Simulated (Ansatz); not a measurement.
**ScGaB in the AlB2 type: Migdal–Eliashberg transition temperature**

What Tc do the phonons of ScGaB in the AlB2 type give, and how does it depend on μ*? The cell shown first is a relaxed one, from steps not shown here.

Calculated with Ansatz 0.2.0; DFT PBE, scalar-relativistic, plane waves, PAW; PAW set soft_1.

Report form: the programs' logs are mostly left out.

The structure was built from a prototype and need not be the compound's stable phase.

## (1) The cell after earlier relaxation steps

Symmetry: P-6m2, No. 187, hexagonal system. The conventional cell has a = 3.630 Å, b = 3.630 Å, c = 3.729 Å, α = 90.00°, β = 90.00°, γ = 120.00°. Sc has 6 Ga at 2.81 Å and 6 B at 2.81 Å nearest. Nearest to B lie 3 Ga at 2.10 Å and 6 Sc at 2.81 Å. Nearest to Ga lie 3 B at 2.10 Å and 6 Sc at 2.81 Å. Farther neighbours are not listed.

## (2) Resistivity: q 3×3×2, k 9×9×6, scattering 12×12×8

The run that gives the couplings also evaluates McMillan's and Allen and Dynes's formulas and, where asked, the Eliashberg equations, over a range of μ*.

input.yaml reads:

```yaml
crystal:
  lattice:
    - [3.6295574073, 0.0, 0.0]
    - [-1.8147787036, 3.1432889192, 0.0]
    - [0.0, 0.0, 3.7294205696]
  atoms:
    - { symbol: Sc, position: [0.0, 0.0, 0.0] }
    - { symbol: B, position: [0.3333333333, 0.6666666667, 0.5] }
    - { symbol: Ga, position: [0.6666666667, 0.3333333333, 0.5] }
kpoints:
  mp_grid: { grid: [9, 9, 6] }
hamiltonian:
  xc: pbe
  pseudopotentials: { kind: paw, azcp: { folder: soft_1 } }
scf:
  occupations: { method: methfessel_paxton, width: 0.2 }
output:
  eigenvalues: true
phonons:
  method: dfpt
  qmesh: [3, 3, 2]
  temperatures: { t_max: 1000, t_step: 50 }
  qpath:
    path:
      - [[0.0, 0.0, 0.0], [0.5, 0.0, 0.0], [0.33333333, 0.33333333, 0.0], [0.0, 0.0, 0.0], [0.0, 0.0, 0.5], [0.5, 0.0, 0.5], [0.33333333, 0.33333333, 0.5], [0.0, 0.0, 0.5]]
      - [[0.5, 0.0, 0.5], [0.5, 0.0, 0.0]]
      - [[0.33333333, 0.33333333, 0.5], [0.33333333, 0.33333333, 0.0]]
    npoints: 10
  electrical_resistivity:
    mesh: [12, 12, 8]
    temperatures: [20.0, 50.0, 77.0, 100.0, 150.0, 200.0, 300.0, 400.0, 600.0, 800.0]
  superconductivity: { mesh: [12, 12, 8] }
```

Command:

```
$ ansatz run input.yaml --threads 4 --pin off --max-ram 12288MiB --backend cpu --events-out ev --progress --plain --runs-dir out
```

Wall time 3.1 min (4 threads of Arm Neoverse V1, shared host); peak memory 0.74 GiB.

Numbers from this step:

```yaml
volume_per_atom: 14.18 Å³/atom
metallic_on_mesh: yes
gap_on_the_k_mesh: 0 eV
zero_point_energy: 0.1580 eV/cell
share_of_imaginary_modes_in_the_plain_interpolation_between_solved_wavevectors: 0
highest_frequency_solved_or_plainly_interpolated: 629.6 cm⁻¹
debye_temperature_second_moment: 616 K
resistivity_at_300_k: 24.03 μΩ cm, mean of the axes
coupling_constant_lambda: 0.4361
density_of_states_at_the_fermi_level: 0.5293 states/eV a spin and cell
log_mean_phonon_energy_omega_log: 22.95 meV
transport_coupling_constant_lambda_tr: 0.4319, 0.4319, 0.535 (xx, yy, zz)
drude_plasma_energy: 4.944, 4.944, 4.171 eV (xx, yy, zz)
resistivity_times_mean_free_path: 12.25, 12.25, 16.97 × 10⁻¹⁶ Ω m² (xx, yy, zz)
second_moment_phonon_energy_omega: 29.27 meV
```

An empty cell: under 1 mK by a formula, or no transition down to the floor of the Eliashberg search. Transition temperatures:

```csv
μ*,McMillan Tc (K),Allen–Dynes Tc (K),isotropic Fermi-surface Tc (K),isotropic full bandwidth Tc (K),anisotropic Fermi-surface Tc (K),anisotropic full bandwidth Tc (K),anisotropic narrow window Tc (K)
0.08,2.55,2.6,2.37,2.39,2.51,2.52,2.52
0.1,1.77,1.8,1.6,1.62,1.73,1.73,1.73
0.12,1.15,1.17,1.02,1.04,1.13,1.13,1.13
0.13,0.896,0.91,0.795,0.808,0.888,0.897,0.895
0.14,0.683,0.694,0.605,0.618,0.688,0.698,0.695
0.16,0.363,0.369,0.326,0.337,0.387,0.398,0.395
0.2,0.0606,0.0614,-,-,-,-,-
```

## (3) Coupling and resistivity: scattering mesh 18×18×16

The next rung changes the scattering mesh, which samples the Fermi surface.

Edit input.yaml of step 2 so:

```diff
@@ -29,4 +29,4 @@
   electrical_resistivity:
-    mesh: [12, 12, 8]
+    mesh: [18, 18, 16]
     temperatures: [20.0, 50.0, 77.0, 100.0, 150.0, 200.0, 300.0, 400.0, 600.0, 800.0]
-  superconductivity: { mesh: [12, 12, 8] }
+  superconductivity: { mesh: [18, 18, 16] }
```

Wall time 4 min (4 threads); peak memory 1.2 GiB; 15 min of CPU time.

This step gave:

```yaml
resistivity_at_300_k: 22.79 μΩ cm, mean of the axes
coupling_constant_lambda: 0.4642
density_of_states_at_the_fermi_level: 0.5671 states/eV a spin and cell
log_mean_phonon_energy_omega_log: 23.07 meV
transport_coupling_constant_lambda_tr: 0.4597, 0.4597, 0.5747 (xx, yy, zz)
drude_plasma_energy: 4.97, 4.97, 4.7 eV (xx, yy, zz)
resistivity_times_mean_free_path: 11.94, 11.94, 13.35 × 10⁻¹⁶ Ω m² (xx, yy, zz)
second_moment_phonon_energy_omega: 29.26 meV
```

Transition temperatures:

```csv
μ*,McMillan Tc (K),Allen–Dynes Tc (K),isotropic Fermi-surface Tc (K),isotropic full bandwidth Tc (K),anisotropic Fermi-surface Tc (K),anisotropic full bandwidth Tc (K),anisotropic narrow window Tc (K)
0.08,3.29,3.37,3.08,3.08,3.23,3.23,3.23
0.1,2.38,2.43,2.17,2.17,2.31,2.31,2.31
0.12,1.63,1.66,1.46,1.46,1.58,1.58,1.58
0.13,1.32,1.34,1.17,1.17,1.28,1.28,1.28
0.14,1.04,1.06,0.924,0.919,1.02,1.02,1.02
0.16,0.612,0.621,0.543,0.537,0.621,0.615,0.62
0.2,0.141,0.143,0.137,0.133,0.176,0.171,0.174
```

Between step 2 and this run (scattering mesh 18×18×16) the value for the log mean phonon energy ħω_log moves from 22.9 meV to 23.1 meV.

## (4) Coupling and resistivity: q 3×3×3, k 9×9×9, scattering 12×12×12

The next rung changes the q mesh, which sets the reach of the force constants and couplings; the k mesh of the density and its response; the scattering mesh, which samples the Fermi surface; the phonon self-energy between the q points, now taken in.

Edit input.yaml of step 3 so:

```diff
@@ -10,3 +10,3 @@
 kpoints:
-  mp_grid: { grid: [9, 9, 6] }
+  mp_grid: { grid: [9, 9, 9] }
 hamiltonian:
@@ -20,3 +20,3 @@
   method: dfpt
-  qmesh: [3, 3, 2]
+  qmesh: [3, 3, 3]
   temperatures: { t_max: 1000, t_step: 50 }
@@ -29,4 +29,4 @@
   electrical_resistivity:
-    mesh: [18, 18, 16]
+    mesh: [12, 12, 12]
     temperatures: [20.0, 50.0, 77.0, 100.0, 150.0, 200.0, 300.0, 400.0, 600.0, 800.0]
-  superconductivity: { mesh: [18, 18, 16] }
+  superconductivity: { mesh: [12, 12, 12] }
```

Run time: 9.5 min. Hardware: 4 threads; peak memory 3.5 GiB.

Numbers from this step:

```yaml
zero_point_energy: 0.1590 eV/cell
highest_frequency_solved_or_plainly_interpolated: 631.2 cm⁻¹
debye_temperature_second_moment: 619 K
resistivity_at_300_k: 25.8 μΩ cm, mean of the axes
coupling_constant_lambda: 0.4911
density_of_states_at_the_fermi_level: 0.5413 states/eV a spin and cell
log_mean_phonon_energy_omega_log: 21.48 meV
transport_coupling_constant_lambda_tr: 0.484, 0.484, 0.6025 (xx, yy, zz)
drude_plasma_energy: 4.918, 4.918, 4.462 eV (xx, yy, zz)
resistivity_times_mean_free_path: 12.48, 12.48, 14.63 × 10⁻¹⁶ Ω m² (xx, yy, zz)
second_moment_phonon_energy_omega: 27.92 meV
```

Transition temperatures:

```
  μ*  McMillan Tc (K)  Allen–Dynes Tc (K)  isotropic Fermi-surface Tc (K)  isotropic full bandwidth Tc (K)  anisotropic Fermi-surface Tc (K)  anisotropic full bandwidth Tc (K)  anisotropic narrow window Tc (K)
0.08             3.77                3.86                            3.53                             3.53                              3.67                               3.67                              3.67
 0.1             2.82                2.88                            2.57                             2.58                               2.7                               2.71                               2.7
0.12             2.02                2.06                             1.8                             1.81                              1.92                               1.92                              1.92
0.13             1.67                 1.7                            1.48                             1.49                              1.59                                1.6                               1.6
0.14             1.36                1.39                             1.2                             1.21                               1.3                               1.31                              1.31
0.16            0.856               0.871                           0.755                            0.763                             0.839                              0.847                             0.845
 0.2            0.247                0.25                           0.233                             0.24                             0.282                              0.289                             0.287
```

The Eliashberg function α²F has structure finer than the step of the table below, so its rows give means over 2 meV, whole bins alone (the curve runs from 0.305 to 77.7 meV). Peaks (meV: height): α²F 11.9: 0.338, 22.9: 0.410, 25.3: 0.372, 27.7: 0.383, 71.6: 0.613, 76.5: 0.171; α²F tr 11.9: 0.387, 22.9: 0.470, 25.3: 0.419, 27.1: 0.404, 71.6: 0.687, 76.5: 0.177.

The Eliashberg function α²F by phonon energy; means over each step:

```
phonon energy (meV)      α²F   α²F tr
                  2   6.4e-6        0
                  4   2.0e-4   4.7e-5
                  6  0.00110   6.9e-4
                  8  0.00386  0.00366
                 10   0.0352   0.0390
                 12    0.214    0.241
                 14   0.0981    0.106
                 16   0.0937   0.0985
                 18    0.209    0.213
                 20    0.186    0.179
                 22    0.279    0.312
                 24    0.222    0.245
                 26    0.280    0.313
                 28    0.328    0.343
                 30    0.187    0.189
                 32    0.156    0.151
                 34    0.112    0.105
                 36   0.0328   0.0366
                 38  0.00241  0.00369
                 40        0        0
                 42        0        0
                 44        0        0
                 46        0        0
                 48        0        0
                 50        0        0
                 52        0        0
                 54        0        0
                 56        0        0
                 58        0        0
                 60        0        0
                 62        0        0
                 64        0        0
                 66        0        0
                 68        0        0
                 70   0.0507   0.0600
                 72    0.257    0.292
                 74   0.0599   0.0682
                 76    0.125    0.131
```

The Eliashberg function α²F has structure finer than the step of the table below, so its rows give means over 5 meV, whole bins alone (the curve runs from 0.305 to 77.7 meV). Peaks (meV: height): α²F 22.9: 0.410, 25.3: 0.372, 27.7: 0.383, 71.6: 0.613; Sc 11.9: 0.120, 22.9: 0.145, 25.3: 0.143, 27.1: 0.234; B 22.9: 0.128, 25.3: 0.133, 71.6: 0.562, 76.5: 0.165; Ga 11.9: 0.207, 18.0: 0.111, 22.9: 0.137, 25.3: 0.0962.

Table of Eliashberg function α²F by phonon energy; means over each step:

```
phonon energy (meV)     α²F      Sc        B       Ga
                  5  7.6e-4  2.6e-4   4.5e-5   4.3e-4
                 10  0.0852  0.0303  0.00313   0.0518
                 15   0.111  0.0384  0.00728   0.0649
                 20   0.216  0.0649   0.0894   0.0618
                 25   0.272   0.116   0.0829   0.0728
                 30   0.217   0.104   0.0646   0.0484
                 35  0.0746  0.0309   0.0213   0.0224
                 40  2.1e-4  8.9e-5        0   1.2e-4
                 45       0       0        0        0
                 50       0       0        0        0
                 55       0       0        0        0
                 60       0       0        0        0
                 65       0       0        0        0
                 70   0.117  3.7e-5    0.108  0.00841
                 75  0.0893  6.1e-5   0.0848  0.00446
```

Anisotropic full-bandwidth solution, weighted at the Fermi level. Gaps:

```csv
mu*,T (K),mean gap (meV),5 % (meV),95 % (meV),mean Z
0.1,0.676,0.405,0.337,0.484,1.49
0.1,1.35,0.387,0.322,0.462,1.49
0.1,2.03,0.313,0.26,0.374,1.49
0.1,2.43,0.212,0.176,0.253,1.49
0.13,0.399,0.237,0.191,0.289,1.49
0.13,0.799,0.226,0.182,0.276,1.49
0.13,1.2,0.183,0.147,0.223,1.49
0.13,1.44,0.123,0.0995,0.151,1.49
0.16,0.212,0.125,0.0966,0.156,1.49
0.16,0.423,0.119,0.0921,0.149,1.49
0.16,0.635,0.0956,0.0741,0.12,1.49
0.16,0.762,0.0646,0.05,0.081,1.49
```

dTc/da2F against phonon energy:

```csv
phonon energy (meV),dTc/da2F (K/meV)
4,-
6,3.72
8,3.15
10,2.72
12,2.40
14,2.14
16,1.93
18,1.76
20,1.61
22,1.48
24,1.37
26,1.28
28,1.19
30,1.12
32,1.05
34,0.987
36,0.933
38,0.882
40,0.837
42,0.796
44,0.757
46,0.722
48,0.690
50,0.660
52,0.632
54,0.606
56,0.582
58,0.559
60,0.538
62,0.519
64,0.500
66,0.482
68,0.466
70,0.450
72,0.435
74,0.421
76,0.408
```

Share of the Fermi-level states against lambda of a state:

```csv
lambda of a state,share of the Fermi-level states
0.387,0.0169
0.404,0.0535
0.420,0.0807
0.437,0.0508
0.453,0.033
0.470,0.193
0.487,0.0347
0.503,0.118
0.520,0.264
0.536,0.103
0.553,2.0e-4
0.569,0.0041
0.586,0.0038
0.603,0
0.619,0.0369
0.636,0.0037
0.652,0
0.669,0
0.686,0
0.702,0
0.719,0
0.735,0.003
0.752,0
0.768,0.0013
```

## (5) Results

```json
{
  "meshes": "q 3×3×3, k 9×9×9, scattering 12×12×12",
  "coupling constant λ": "0.491",
  "log mean phonon energy ħω_log": "21.5 meV",
  "Allen–Dynes Tc at μ* = 0.1": "2.88 K",
  "Allen–Dynes Tc at μ* = 0.13": "1.7 K",
  "anisotropic Eliashberg Tc at μ* = 0.1": "2.71 K",
  "anisotropic Eliashberg Tc at μ* = 0.13": "1.6 K"
}
```

What this shows: In the last run (PBE, q 3×3×3, k 9×9×9, scattering 12×12×12), with λ = 0.49 and ħω_log = 21.5 meV, Tc at μ* = 0.13 is 1.7 K by McMillan's formula, 1.7 K by Allen and Dynes's and 1.6 K by the anisotropic Eliashberg equations. Raising μ* from 0.10 to 0.16 lowers the Allen–Dynes value from 2.9 to 0.87 K. The mean gap at a quarter of Tc gives 2Δ/k_B Tc = 3.44, against 3.53 in weak-coupling theory. The gap spreads from 0.19 to 0.29 meV over nine tenths of the Fermi surface. By the run's own test λ is not converged in the fine mesh: it moves by 10 % between the two finest. The run's transport test calls it not converged in the mesh; ρ(300 K) moves by 71 % in the component that moves most. Over the runs, λ takes the values 0.436, 0.464 and 0.491, in the order shown. The structure is a hand-built model. The compound is a prototype filled by a generator; whether it can be made, and whether it orders so, was not tested. μ* is a typed number, phonons are harmonic, and spin fluctuations are left out; at μ* = 0.13 McMillan's formula turns 1 % in λ into about 5.2 % in Tc.

[Logs are printed without paths, hosts, clocks, repeated set-up lines and the standing remarks that a program may print on its own settings, such as how far it seeks lower states.]

[Hosts, paths, dates, database ids (printed as entryN), source tags and the programs' standing remarks are cut or masked in the printed files.]
